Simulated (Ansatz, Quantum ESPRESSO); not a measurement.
# Hf2CO2 MXene, 1 layer against a metal electrode: the electrode's level over the Fermi level at a withheld member of a series

Method. Quantum ESPRESSO 7.5, PBE, GBRV ultrasoft. The slab is relaxed neutral under PBE-D3(BJ), then held. ESM with bc3: vacuum below and a metal electrode about 6 Å above the top atoms. Fermi-Dirac smearing of 0.004 Ry and a dense mesh. Charges are set per cell from the starting area. The series steps the charge of the slab (positive: electrons removed).

| charge of the slab | electrode's level over the Fermi level (eV) |
| --- | --- |
| 1 ×10¹³ e/cm² | 6.446 |
| 2 ×10¹³ e/cm² | 7.560 |
| 3 ×10¹³ e/cm² | 8.660 |
| 4.5 ×10¹³ e/cm² | 10.304 |
| 6 ×10¹³ e/cm² | 11.945 |
| 7 ×10¹³ e/cm² | 13.041 |

To predict: What is the electrode's level over the Fermi level at 8 ×10¹³ e/cm²?

**Fit.** The rows at 6 ×10¹³ e/cm² and 7 ×10¹³ e/cm² give a slope of (13.041 − (11.945))/(7 − (6)) = 1.096, so a straight line gives 14.137 eV. A parabola through these and the row at 4.5 ×10¹³ e/cm² gives 14.139 eV.

**The withheld run.** 14.140 eV. The line misses by −0.003 and the parabola by −0.001 eV. Both misses are under 5 % of the step from the nearer row.

Caveats: Vacuum fills the gap; ions don't answer the charge; added electrons can spill towards the electrode at the most negative charges. Charges count on the starting cell, which the relaxation changed by some per cent. Members without a usable value, or on the other side of zero field or charge, are not listed.
